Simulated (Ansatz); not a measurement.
# Quasi-harmonic thermodynamics of BeHg (hypothetical, Pm-3m)

How much does BeHg (hypothetical) expand with temperature? The compound is hypothetical: it was made by swapping elements on a known structure type.

Method: DFT PBEsol, scalar-relativistic, plane waves, PAW, in Ansatz 0.2.0.

## 1. Set-up

The structure is cubic, space group Pm-3m (No. 221). Conventional cell: a = 2.938 Å, b = 2.938 Å, c = 2.938 Å, α = 90.00°, β = 90.00°, γ = 90.00°. Nearest to Be lie 8 Hg at 2.54 Å. Hg has 8 Be at 2.54 Å nearest. Farther neighbours are not listed.

Coordinates:

```cif
data_structure
_symmetry_space_group_name_H-M 'Pm-3m'
_symmetry_Int_Tables_number 221
_cell_length_a 2.9375
_cell_length_b 2.9375
_cell_length_c 2.9375
_cell_angle_alpha 90.000
_cell_angle_beta 90.000
_cell_angle_gamma 90.000
_cell_volume 25.35
loop_
_atom_site_label
_atom_site_type_symbol
_atom_site_symmetry_multiplicity
_atom_site_Wyckoff_symbol
_atom_site_fract_x
_atom_site_fract_y
_atom_site_fract_z
_atom_site_occupancy
Be1 Be 1 b 0.50000 0.50000 0.50000 1
Hg1 Hg 1 a 0.00000 0.00000 0.00000 1
```

## 2. Probe on a coarse mesh

A cheap single point shows whether the cell is a metal or an insulator and how far it is from rest; that sets the k-mesh and the occupations of what follows.

input.yaml reads:

```yaml
crystal:
  lattice:
    - [2.93753, 0.0, 0.0]
    - [0.0, 2.93753, 0.0]
    - [0.0, 0.0, 2.93753]
  atoms:
    - { symbol: Be, position: [0.5, 0.5, 0.5] }
    - { symbol: Hg, position: [0.0, 0.0, 0.0] }
kpoints:
  mp_grid: { grid: [6, 6, 6] }
hamiltonian:
  xc: pbesol
scf:
  occupations: { method: gaussian, width: 0.1 }
output:
  forces: true
  stress: true
  eigenvalues: true
```

Run with:

```
$ ansatz run input.yaml --threads 4 --pin off --max-ram 8192MiB --backend cpu --events-out ev --progress --plain --runs-dir out
```

Numbers of over 12 decimals in the logs are rounded to 6 here.

What it wrote:

```text
Engine: ansatz 0.2.0, aarch64-unknown-linux-gnu
Pseudopotentials: kind: paw
Pseudopotential: Be, paw, valence charge 2, recommended cutoff 420 eV (normal), Be.paw.azcp
Pseudopotential: Hg, paw, valence charge 20, recommended cutoff 420 eV (normal), Hg.paw.azcp
Functional definition: PBEsol
  exchange = pbesol_x
  correlation = pbesol_c
Crystal: 2 atoms, lattice volume = 25.348 Å³
Basis set: ecut = 420 eV, 485 PW (Γ), exchange–correlation on 40×40×40 points (8 copies of the dense FFT grid, shifted against one another)
Bands: 15, of which v1, the nominal top of the filled ones, is band 11 counted from 1 (10 counted from 0)
Symmetry: 48 space group operations
Space group: Pm-3m (ITA 221), of the structure as read, at distance tolerance 2.9e-5 Å
k-points: 20 of 216
Non-local potential: Be, projectors of the file, l = 0: 2, l = 1: 2, l = 2: 1
Non-local potential: Hg, projectors of the file, l = 0: 3, l = 1: 2, l = 2: 2, l = 3: 1
PAW form: soft (Blöchl's): semilocal exchange-correlation on the pseudo side does not see the compensation charge
PAW frozen core: Be, regenerated for the run's functional, and the local potential with it (the file was generated under x = pbe(κ = 0.804, μ = 0.219515), c = pbe(β = 0.066725))
PAW frozen core: Hg, regenerated for the run's functional, and the local potential with it (the file was generated under x = pbe(κ = 0.804, μ = 0.219515), c = pbe(β = 0.066725))
PAW one-centre angular grid: Be, 110 points (default); XC on 64 Gauss nodes
PAW one-centre angular grid: Hg, 590 points (default); XC on 64 Gauss nodes
Initial density: superposition of atomic densities (neutral atoms: chi_scale 0, normalization atom), corrected by the library's trained network
Initial wavefunctions: pseudopotential atomic-orbital guess
Functional: x = pbesol(κ = 0.804, μ = 0.123457), c = pbesol(β = 0.046)
SCF iter   1: F=—  HF=-13757.215656 eV  |F-HF|=—  |Δ(HF+E_count)|=         —  Δρ=4.13e-3  dr2=3.67e-3  ethr=1.77e-3  ⟨swp⟩=5.2  Hψ=1495  notcnv=0
preconditioner: auto → none  [metal: Δε(μ)=0.064 eV  Ē_g=13.549 eV  σ=0.100 eV  W_gap=0.34  n_scr=6 (ndim 8)  ℏωp=27.6 eV  f_vac=0.000  D(μ)=1.47/eV (n_scr^D=18)  sad-step TF]
SCF iter   2: F=—  HF=-13757.215138 eV  |F-HF|=—  |Δ(HF+E_count)|=   5.18e-4  Δρ=2.22e-3  dr2=1.07e-3  ethr=1.67e-5  ⟨swp⟩=1.9  Hψ=536  notcnv=0
SCF iter   3: F=—  HF=-13757.214739 eV  |F-HF|=—  |Δ(HF+E_count)|=   3.99e-4  Δρ=4.14e-4  dr2=5.23e-5  ethr=4.84e-6  ⟨swp⟩=2.7  Hψ=428  notcnv=0
SCF iter   4: F=—  HF=-13757.214741 eV  |F-HF|=—  |Δ(HF+E_count)|=   1.71e-6  Δρ=1.80e-4  dr2=8.71e-6  ethr=2.38e-7  ⟨swp⟩=2.0  Hψ=431  notcnv=0
SCF iter   5: F=—  HF=-13757.214740 eV  |F-HF|=—  |Δ(HF+E_count)|=   1.13e-6  Δρ=5.55e-5  dr2=7.02e-7  ethr=3.96e-8  ⟨swp⟩=2.5  Hψ=466  notcnv=0
SCF iter   6: F=-13757.214740 eV  HF=-13757.214740 eV  |F-HF|=3.04e-9  |Δ(HF+E_count)|=   1.16e-7  Δρ=5.57e-6  dr2=5.23e-9  ethr=4.55e-10  ⟨swp⟩=5.1  Hψ=1215  notcnv=0
SCF 1 converged in 6 iterations: F = -13757.214740 eV  dr2 = 5.23e-9
  greatest PAW one-centre occupation: 1.000 electrons in one spin orbital (limit 2), on the Hg atom at site 1 (counted from 0), in its partial waves of l = 0
SCF converged after 6 iterations
Free energy (F): -13757.214740 eV
Harris-Foulkes:  -13757.214740 eV  (|F-HF|=3.04e-9)
Internal energy: -13757.207431 eV  (E = F + TS)
E sigma→0 (E₀):  -13757.211085 eV
Entropy (-TS):   -0.007309 eV (-3.654 meV/atom)
Fermi energy:    19.263137 eV
--- Per-component energies (eV) ---
  E_band       = -326.593220
  E_kinetic    = 628.109531
  E_local      = -2493.536038  (includes V_loc(G=0)·N_el)
  E_nonlocal   = 76.723340
  E_hartree    = 1095.003926
  E_xc         = -241.647398
  E_vxc        = -286.709051  (∫ρ·V_xc dr)
  E_paw        = -9855.479016  (= ΣΔE_a)
  E_vpaw       = -441.185353  (= ΣTr[D̂ρ^β])
  E_aug_tail   = 0.000881  (compensation charges beyond the density's cutoff)
  E_ewald      = -2966.720839
  E_core_change = 0.338183  (= ΣΔE_core)
  E_smearing   = -0.007309  (= −TS)
  E_closure    = 0.000000  (closes the sum)
  Σ components = -13757.214740   (vs F -13757.214740, Δ=0.00e0)
--- Forces (eV/Å), atoms counted from 1 ---
  atom   1  Be     0.00000000     0.00000000     0.00000000
  atom   2  Hg    -0.00000000     0.00000000    -0.00000000
  max |Σ_I F_I| component: 1.23e-31 eV/Å
--- Stress (GPa, compression-positive) ---
       21.540288      -0.000000       0.000000
       -0.000000      21.540288      -0.000000
        0.000000       0.000000      21.540288
  P = ⅓ Tr σ = 21.5403 GPa (215.403 kbar)
--- Band table (eV; the first three rows and the last of 20) ---
  k-point 0: bands = [... 7 lower, 10.7060, 10.7060, 10.7060, 21.1260, 21.1260, 21.1260, 28.3485, 29.4845]
  k-point 1: bands = [... 7 lower, 10.4218, 10.4218, 10.7300, 19.0251, 21.9277, 21.9277, 28.5114, 28.8657]
  k-point 2: bands = [... 7 lower, 9.9169, 9.9169, 10.7783, 15.5883, 23.9474, 23.9474, 27.7572, 28.5551]
  k-point 19: bands = [... 7 lower, 11.6312, 11.6312, 20.1336, 20.1336, 20.1336, 20.6598, 21.6402, 21.8782]
```

Wall time 0.32 s (4 threads of Arm Neoverse V2, shared host); peak memory 0.26 GiB.

This step gave:

```yaml
pressure: 21.54 GPa
volume_per_atom: 12.67 Å³
gap_on_the_k_mesh: 0 eV
```

The start is under 22 GPa at this level and looks like a metal on this mesh.

## 3. A loose first relaxation

The start is far from rest, so a relaxation with loose thresholds first brings it near the minimum.

input.yaml: that of step 2 with these lines changed.

```diff
@@ -18 +18,6 @@
   eigenvalues: true
+relax:
+  adjacent_minimum: "off"
+  f_tol: 0.05
+  max_steps: 80
+  cell: { stress_tol: 0.5 }
```

What it wrote:

```text
[...]
Crystal: 2 atoms, lattice volume = 25.348 Å³
Basis set: ecut = 420 eV, 485 PW (Γ), exchange–correlation on 40×40×40 points (8 copies of the dense FFT grid, shifted against one another)
Bands: 15, of which v1, the nominal top of the filled ones, is band 11 counted from 1 (10 counted from 0)
Symmetry: 48 space group operations
[...]
k-points: 20 of 216
[...]
SCF iter   1: F=—  HF=-13757.215656 eV  |F-HF|=—  |Δ(HF+E_count)|=         —  Δρ=4.13e-3  dr2=3.67e-3  ethr=1.77e-3  ⟨swp⟩=5.2  Hψ=1495  notcnv=0
[...]
SCF iter   6: F=-13757.214740 eV  HF=-13757.214740 eV  |F-HF|=3.04e-9  |Δ(HF+E_count)|=   1.16e-7  Δρ=5.57e-6  dr2=5.23e-9  ethr=4.55e-10  ⟨swp⟩=5.1  Hψ=1215  notcnv=0
SCF 1 converged in 6 iterations: F = -13757.214740 eV  dr2 = 5.23e-9
[...]
relax step   1: F+E_penalty+E_count = -13757.21473974 eV  Δ(F+E_penalty+E_count) = +0.000e0 eV  max|allowed force component| = 8.710e-31 eV/Å  Δτ_max = 0.0000 Å  P = +21.540 GPa  Ω = 25.348 Å³  (6 SCF iters, dr2 threshold 1.00e-7 eV, accepted)
Crystal: 2 atoms, lattice volume = 29.239 Å³
Basis set: ecut = 420 eV, 587 PW (Γ), exchange–correlation on 40×40×40 points (8 copies of the dense FFT grid, shifted against one another)
[...]
iter 1 solved again at ethr=7.12e-4 eV; its pass at ethr=3.10e-3 eV (dr2=1.57e-1 eV) is discarded
[...]
SCF iter   6: F=-13757.466131 eV  HF=-13757.466131 eV  |F-HF|=4.73e-11  |Δ(HF+E_count)|=   1.41e-7  Δρ=1.13e-6  dr2=2.19e-10  ethr=9.09e-10  ⟨swp⟩=5.2  Hψ=1366  notcnv=0
SCF 2 converged in 6 iterations: F = -13757.466131 eV  dr2 = 2.19e-10
relax step   2: F+E_penalty+E_count = -13757.46613082 eV  Δ(F+E_penalty+E_count) = -2.514e-1 eV  max|allowed force component| = 2.301e-31 eV/Å  Δτ_max = 0.0000 Å  P = +1.705 GPa  Ω = 29.239 Å³  energy of the carried Pulay correction = -1.180e-3 eV  (6 SCF iters, dr2 threshold 2.00e-7 eV, accepted)
Crystal: 2 atoms, lattice volume = 29.629 Å³
[...]
SCF iter   4: F=-13757.468595 eV  HF=-13757.468595 eV  |F-HF|=4.22e-9  |Δ(HF+E_count)|=   2.83e-6  Δρ=2.68e-5  dr2=7.22e-8  ethr=9.09e-10  ⟨swp⟩=3.1  Hψ=1259  notcnv=0
SCF 3 converged in 4 iterations: F = -13757.468595 eV  dr2 = 7.22e-8
relax step   3: F+E_penalty+E_count = -13757.46859465 eV  Δ(F+E_penalty+E_count) = -2.464e-3 eV  max|allowed force component| = 2.619e-32 eV/Å  Δτ_max = 0.0000 Å  P = +0.419 GPa  Ω = 29.629 Å³  energy of the carried Pulay correction = -1.289e-3 eV  (4 SCF iters, dr2 threshold 2.00e-7 eV, accepted)
Basis set: ecut = 420 eV, 587 PW (Γ), exchange–correlation on 48×48×48 points (8 copies of the dense FFT grid, shifted against one another)
[...]
SCF iter   4: F=-13757.470114 eV  HF=-13757.470114 eV  |F-HF|=1.66e-9  |Δ(HF+E_count)|=   7.03e-8  Δρ=5.73e-6  dr2=9.01e-10  ethr=9.09e-12  ⟨swp⟩=3.2  Hψ=1296  notcnv=0
SCF 4 converged in 4 iterations: F = -13757.470114 eV  dr2 = 9.01e-10
relax step   4: F+E_penalty+E_count = -13757.47011356 eV  Δ(F+E_penalty+E_count) = -1.519e-3 eV  max|allowed force component| = 9.039e-32 eV/Å  Δτ_max = 0.0000 Å  P = +0.469 GPa  Ω = 29.629 Å³  stress off target by 4.69e-1 GPa  SCF on the basis re-selected at this cell (its energy is not comparable with the rows above)  (4 SCF iters)
basis re-selected at this cell: Δ(F+E_penalty+E_count) = -1.519e-3 eV, ΔP = +0.050 GPa vs the last step (what re-selecting the basis moved, of the pressure what is left beyond the Pulay correction that the steps carried, after the strain that the cell walked since its last selection, with what the two solves' SCF thresholds leave and, on support functions, any second-order correction that the steps lacked; it is no measure of the basis error at this ecutwfc). The dense FFT grid was sized anew with the basis: this SCF ran on 24×24×24 points, the steps before it on 20×20×20, so part of this shift can come from that change (see relax.cell in the input reference). [rest of the remark cut]
SCF converged after 4 iterations
Free energy (F): -13757.470114 eV
[...]
Internal energy: -13757.463038 eV  (E = F + TS)
E sigma→0 (E₀):  -13757.466576 eV
Entropy (-TS):   -0.007076 eV (-3.538 meV/atom)
Fermi energy:    15.717194 eV
[...]
--- Stress (GPa, compression-positive) ---
        0.468526       0.000000      -0.000000
        0.000000       0.468526      -0.000000
       -0.000000      -0.000000       0.468526
  P = ⅓ Tr σ = 0.4685 GPa (4.685 kbar)
--- Band table (eV; the first three rows and the last of 20) ---
  k-point 0: bands = [... 7 lower, 7.8705, 7.8705, 7.8705, 17.8561, 17.8561, 17.8561, 23.0996, 25.3146]
  k-point 1: bands = [... 7 lower, 7.6686, 7.6686, 7.8877, 15.7685, 18.5192, 18.5192, 23.5120, 24.9905]
  k-point 2: bands = [... 7 lower, 7.3017, 7.3260, 7.9225, 12.4818, 20.2210, 20.2210, 23.8064, 24.3423]
  k-point 19: bands = [... 7 lower, 8.5687, 8.5687, 16.9497, 16.9497, 16.9497, 16.9734, 17.1515, 18.0840]
--- Relaxed structure (3 steps of the walk, 3 accepted, 1 SCFs on fresh bases) ---
  F+E_penalty+E_count = -13757.47011356 eV   max|allowed force component| = 9.039e-32 eV/Å   (the final SCF, on the basis selected at the relaxed cell)
  cell:  # Å, volume = 29.6295 Å³
    - [3.094386, 0, 0.0]
    - [0, 3.094386, 0]
    - [0.0, 0, 3.094386]
  atoms:
    - { symbol: Be, position: [0.5, 0.5, 0.5] }
    - { symbol: Hg, position: [0, 0, 0] }
```

Wall time 0.95 s (4 threads); peak memory 0.29 GiB.

Step by step:

```csv
step,energy less that of the first step (eV),largest force component (eV/Å),pressure (GPa),volume (Å³)
1,0.0000,0.0000,21.54,25.35
2,-0.2514,0.0000,1.70,29.24
3,-0.2539,0.0000,0.42,29.63
4*,-0.2554,0.0000,0.47,29.63
```

Relaxation steps marked * repeat the geometry before them on a plane-wave basis chosen anew for their cell, so energy and pressure can jump there.

The run keeps the 48 symmetry operations that it works with, so distortions that break them were not tested.

```csv
"conventional cell, symmetrised",before,after,change
a (Å),2.938,3.094,+5.3 %
b (Å),2.938,3.094,+5.3 %
c (Å),2.938,3.094,+5.3 %
volume (Å³/atom),12.67,14.81,+16.9 %
```

The relaxed structure:

```cif
data_structure
_symmetry_space_group_name_H-M 'P 1'
_symmetry_Int_Tables_number 1
_cell_length_a 3.0944
_cell_length_b 3.0944
_cell_length_c 3.0944
_cell_angle_alpha 90.000
_cell_angle_beta 90.000
_cell_angle_gamma 90.000
_cell_volume 29.63
loop_
_atom_site_label
_atom_site_type_symbol
_atom_site_fract_x
_atom_site_fract_y
_atom_site_fract_z
_atom_site_occupancy
Be1 Be 0.50000 0.50000 0.50000 1
Hg2 Hg 0.00000 0.00000 0.00000 1
```

Numbers from this step:

```
pressure        : 0.4685 GPa
volume per atom : 14.81 Å³
```

The relaxation ends with a pressure of 0.47 GPa.

(Continued in part 2 of 3.)

[Logs are printed without paths, hosts, clocks, repeated set-up lines and the standing remarks that a program may print on its own settings, such as how far it seeks lower states.]

[Hosts, paths, dates, database ids (printed as entryN), source tags and the programs' standing remarks are cut or masked in the printed files.]

[A step with changed settings may run another functional than the one named; its input shows which.]

[Pressures of single members of a volume series are the stress at the run's cutoff; with an incomplete basis they can lie off −dE/dV of the same runs, and they are not shown converged.]
